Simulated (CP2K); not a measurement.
Consider ethane at its PBE geometry (Å).

```xyz
8

C    -0.7571    0.1046   -0.0124
C     0.7571   -0.1046    0.0124
H    -1.2432   -0.5598   -0.7408
H    -1.0153    1.1372   -0.2876
H    -1.2087   -0.0966    0.9692
H     1.0153   -1.1372    0.2876
H     1.2432    0.5598    0.7408
H     1.2087    0.0966   -0.9692
```

Method: CP2K XAS_TDP, all-electron GAPW, PBEh(45%), aug-cc-pVTZ, TDA, GW2X-corrected core level, no relativity.

Q: Where do the C K-edge lines lie, and how strong are they?

Leading lines: C1 289.21 eV. The leading line of an atom is its first one with 35 % of the strongest within 2.5 eV of its lowest line over the strength cut. Core ionisation energies at this level: C1 290.45 eV.

The first six lines of each atom with a strength over 0.0015:

```
                             atom  energy (eV)  states  strength, one atom  above the computed threshold
C1 (bonded to C and 3 H), 2 alike       288.37       1              0.0049                              
                                        289.21       2              0.0363                              
                                        290.27       2              0.0096                              
                                        291.20       1              0.0016                           yes
                                        291.25       2              0.0286                           yes
                                        291.36       1              0.0144                           yes
```

Lines are vertical, at one geometry, with no vibrational structure. GW2X ionisation energies and lines can be off by 1 to 2 eV either way, and a good line position may hide errors that cancel. These values hold no scalar relativity, about 0.1 eV for C 1s. Rydberg lines, and the discretised continuum above threshold, depend on the basis and the box.

[Banner, clock and machine lines of the logs are left out without a mark of their own.]

[Logs are printed without paths, hosts, clocks, repeated set-up lines and the standing remarks that a program may print on its own settings, such as how far it seeks lower states.]

[Hosts, paths, dates, database ids (printed as entryN), source tags and the programs' standing remarks are cut or masked in the printed files.]
